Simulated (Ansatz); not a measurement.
## Cu(100) film, 6 layers, flat: channels in plane against thickness

Wanted: in-plane conductance by layer count, from Cu(100) film, 6 layers, flat.

Program: Ansatz 0.2.0. Level of theory: Ansatz plane-wave DFT, PBE, PAW files; ballistic transport by layer matching (Landauer), zero bias. Results are calculated unless marked as measured.

Report form: the programs' logs are mostly left out.

### 1. The starting structure

The cell holds 6 atoms: 6 Cu. Its edges and angles: a = 20.037 Å, b = 2.556 Å, c = 2.556 Å, α = 90.0°, β = 90.0°, γ = 90.0°. It derives from Cu. Vacuum lies along a. The structure's axis is c.

### 2. With 6 layers

Vacuum lies along the first vector, which takes one k-point, and the current runs in the film's plane. One period is a perfect wire, so its channels are the result. Energies from -0.27 to 0.27 eV in steps of 0.036 eV cover the slope of the Fermi function at 300 K, so the program can form a conductance.

input.yaml

```yaml
crystal:
  lattice:
    - [20.0374, 0.0, 0.0]
    - [0.0, 2.5561627297, 0.0]
    - [0.0, 0.0, 2.5561627297]
  atoms:
    - { symbol: Cu, position: [0.2245800353, 0.0, 0.0] }
    - { symbol: Cu, position: [0.3147853514, 0.5, 0.5] }
    - { symbol: Cu, position: [0.4049906675, 0.0, 0.0] }
    - { symbol: Cu, position: [0.4951959835, 0.5, 0.5] }
    - { symbol: Cu, position: [0.5854012996, 0.0, 0.0] }
    - { symbol: Cu, position: [0.6756066156, 0.5, 0.5] }
kpoints:
  mp_grid: { grid: [1, 16, 16] }
hamiltonian:
  xc: pbe
scf:
  occupations: { method: fermi_dirac, width: 0.1 }
output:
  transmission:
    leads: [[0, 0]]
    kmesh: [1, 48]
    e_range: [-0.27, 0.27]
    de: 0.036
```

Started as:

```console
> ansatz run input.yaml --threads 4 --pin off --max-ram 8192MiB --backend cpu --events-out ev --progress --plain --runs-dir out
```

Elapsed: 16 min, on 4 threads of Arm Neoverse V1, shared host; peak memory 2.3 GiB; 61 min of CPU time.

This step gave:

```yaml
free_energy: -39749.8583 eV
energy_at_zero_smearing: -39749.8263 eV
fermi_energy: 7.051 eV
cell_area: 51.22 Å²
estimated_errors_of_the_lead_s_conductance: 0, 4.7, 0.2 % (band edges, k-mesh, distance from neutral)
lead_conductance_per_cell: 3.970 G₀
```

Per spin. The open channels, zone mean, lead by energy, zero at the Fermi level:

```
energy (eV)  open channels, zone mean, lead
     -0.270                            3.94
     -0.234                            3.85
     -0.198                            3.94
     -0.162                            3.94
     -0.126                            4.02
     -0.090                            3.94
     -0.054                            3.85
     -0.018                            4.02
      0.018                            3.94
      0.054                            4.02
      0.090                            4.06
      0.126                            3.98
      0.162                            4.12
      0.198                            4.21
      0.234                            4.25
      0.270                            4.21
```

The program's largest error estimate for it is 4.7 %, from the k-mesh.

### 3. With 7 layers, thickness 12.652 A

The film grows to 7 layers.

System of this step: Cu(100) film, 7 layers, flat. The cell holds 7 atoms: 7 Cu. Its edges and angles: a = 21.845 Å, b = 2.556 Å, c = 2.556 Å, α = 90.0°, β = 90.0°, γ = 90.0°. It derives from Cu. Vacuum lies along a. The structure's axis is c.

input.yaml, the sections that differ from step 2:

```yaml
crystal:
  lattice:
    - [21.84488, 0.0, 0.0]
    - [0.0, 2.5561627297, 0.0]
    - [0.0, 0.0, 2.5561627297]
  atoms:
    - { symbol: Cu, position: [0.2059979272, 0.0, 0.0] }
    - { symbol: Cu, position: [0.2887395124, 0.5, 0.5] }
    - { symbol: Cu, position: [0.3714810976, 0.0, 0.0] }
    - { symbol: Cu, position: [0.4542226828, 0.5, 0.5] }
    - { symbol: Cu, position: [0.5369642681, 0.0, 0.0] }
    - { symbol: Cu, position: [0.6197058533, 0.5, 0.5] }
    - { symbol: Cu, position: [0.7024474385, 0.0, 0.0] }
# kpoints, hamiltonian, scf, output: as in step 2
```

Elapsed: 24 min, on 4 threads; peak memory 2.7 GiB.

This step gave:

| Quantity | Value |
| --- | --- |
| free energy | -46375.0355 eV |
| energy at zero smearing | -46374.9976 eV |
| Fermi energy | 7.860 eV |
| cell area | 55.84 Å² |
| estimated errors of the lead's conductance | 0, 2.8, 0.1 % (band edges, k-mesh, distance from neutral) |
| lead conductance per cell | 4.625 G₀ |

Per spin. Open channels, zone mean, lead against energy, zero at the Fermi level:

```
energy (eV)  open channels, zone mean, lead
     -0.270                            4.33
     -0.234                             4.5
     -0.198                            4.33
     -0.162                            4.42
     -0.126                            4.38
     -0.090                            4.54
     -0.054                            4.38
     -0.018                            4.71
      0.018                            4.58
      0.054                            4.75
      0.090                            4.67
      0.126                            4.88
      0.162                            4.96
      0.198                            4.92
      0.234                            5.04
      0.270                            5.12
```

The lead conductance per cell is 4.62 G₀, 16 % over the 3.97 G₀ of the last finished run.

### 4. With 8 layers, thickness 14.46 A

The film grows to 8 layers.

System of this step: Cu(100) film, 8 layers, flat. The cell holds 8 atoms: 8 Cu. Its edges and angles: a = 23.652 Å, b = 2.556 Å, c = 2.556 Å, α = 90.0°, β = 90.0°, γ = 90.0°. It derives from Cu. Vacuum lies along a. The structure's axis is c.

input.yaml, the sections that differ from step 3:

```yaml
crystal:
  lattice:
    - [23.65236, 0.0, 0.0]
    - [0.0, 2.5561627297, 0.0]
    - [0.0, 0.0, 2.5561627297]
  atoms:
    - { symbol: Cu, position: [0.1902558561, 0.0, 0.0] }
    - { symbol: Cu, position: [0.266674446, 0.5, 0.5] }
    - { symbol: Cu, position: [0.343093036, 0.0, 0.0] }
    - { symbol: Cu, position: [0.4195116259, 0.5, 0.5] }
    - { symbol: Cu, position: [0.4959302158, 0.0, 0.0] }
    - { symbol: Cu, position: [0.5723488058, 0.5, 0.5] }
    - { symbol: Cu, position: [0.6487673957, 0.0, 0.0] }
    - { symbol: Cu, position: [0.7251859857, 0.5, 0.5] }
# kpoints, hamiltonian, scf, output: as in step 3
```

The job ended after 30 min (4 threads; peak memory 3.4 GiB; 1.9 h of CPU time).

Numbers from this step:

- free energy: -53000.2149 eV
- energy at zero smearing: -53000.1717 eV
- Fermi energy: 8.521 eV
- cell area: 60.46 Å²
- estimated errors of the lead's conductance: 0, 3.9, 0.1 % (band edges, k-mesh, distance from neutral)
- lead conductance per cell: 5.255 G₀

Per spin. Open channels, zone mean, lead against energy, zero at the Fermi level:

```
energy (eV)  open channels, zone mean, lead
     -0.270                            5.06
     -0.234                            5.19
     -0.198                            5.19
     -0.162                            5.10
     -0.126                            5.10
     -0.090                            5.15
     -0.054                            5.06
     -0.018                            5.23
      0.018                            5.23
      0.054                            5.40
      0.090                            5.35
      0.126                            5.40
      0.162                            5.48
      0.198                            5.56
      0.234                            5.40
      0.270                            5.65
```

The lead conductance per cell is 5.26 G₀, 14 % over the 4.62 G₀ of the last finished run.

### 5. Cost and result by level

Times are for 4 threads of Arm Neoverse V1, shared host. The series side by side:

```
no.  layers  lead conductance per cell (G₀)    time  memory (GiB)
  1       6                           3.970  16 min           2.3
  2       7                           4.625  24 min           2.7
  3       8                           5.255  30 min           3.4
```

The runs together. Open channels, zone mean against energy, zero at the Fermi level:

```
energy (eV)     6     7     8
     -0.270  3.94  4.33  5.06
     -0.234  3.85   4.5  5.19
     -0.198  3.94  4.33  5.19
     -0.162  3.94  4.42  5.10
     -0.126  4.02  4.38  5.10
     -0.090  3.94  4.54  5.15
     -0.054  3.85  4.38  5.06
     -0.018  4.02  4.71  5.23
      0.018  3.94  4.58  5.23
      0.054  4.02  4.75  5.40
      0.090  4.06  4.67  5.35
      0.126  3.98  4.88  5.40
      0.162  4.12  4.96  5.48
      0.198  4.21  4.92  5.56
      0.234  4.25  5.04  5.40
      0.270  4.21  5.12  5.65
```

### 6. With 10 layers, thickness 18.075 A

The film grows to 10 layers.

System of this step: Cu(100) film, 10 layers, flat. The cell holds 10 atoms: 10 Cu. Cell: a = 27.267 Å, b = 2.556 Å, c = 2.556 Å, α = 90.0°, β = 90.0°, γ = 90.0°. It derives from Cu. Vacuum lies along a. The structure's axis is c.

input.yaml, the sections that differ from step 4:

```yaml
crystal:
  lattice:
    - [27.26732, 0.0, 0.0]
    - [0.0, 2.5561627297, 0.0]
    - [0.0, 0.0, 2.5561627297]
  atoms:
    - { symbol: Cu, position: [0.1650327205, 0.0, 0.0] }
    - { symbol: Cu, position: [0.2313201297, 0.5, 0.5] }
    - { symbol: Cu, position: [0.297607539, 0.0, 0.0] }
    - { symbol: Cu, position: [0.3638949482, 0.5, 0.5] }
    - { symbol: Cu, position: [0.4301823575, 0.0, 0.0] }
    - { symbol: Cu, position: [0.4964697667, 0.5, 0.5] }
    - { symbol: Cu, position: [0.562757176, 0.0, 0.0] }
    - { symbol: Cu, position: [0.6290445852, 0.5, 0.5] }
    - { symbol: Cu, position: [0.6953319945, 0.0, 0.0] }
    - { symbol: Cu, position: [0.7616194037, 0.5, 0.5] }
# kpoints, hamiltonian, scf, output: as in step 4
```

Run time: 2.8 min. Hardware: 4 threads; peak memory 4.2 GiB.

The run was cut off at the time limit after its SCF cycle had converged; no result of it is taken.

### 7. Summary of results

```json
{"conductance per cell, 6 layers": "3.97 G₀", "conductance per cell, 7 layers": "4.62 G₀", "conductance per cell, 8 layers": "5.26 G₀"}
```

**Reading.** The conductance per cell width goes from 3.97 G0 at 6 to 5.26 G0 at 8 layers. Over the film's own cross-section (layers × spacing × width) the conductance runs from 1.1 to 1.1×10¹⁵ S/m²; that nominal section leaves out the charge that spills into the vacuum, which flatters the thinnest films. The gains from one thickness to the next are 0.65 and 0.63 G0 per added layer; their spread isn't beyond the error estimates. The film repeats perfectly along the current, so nothing scatters; its faces are clean and not relaxed.

[Logs are printed without paths, hosts, clocks, repeated set-up lines and the standing remarks that a program may print on its own settings, such as how far it seeks lower states.]

[Hosts, paths, dates, database ids (printed as entryN), source tags and the programs' standing remarks are cut or masked in the printed files.]
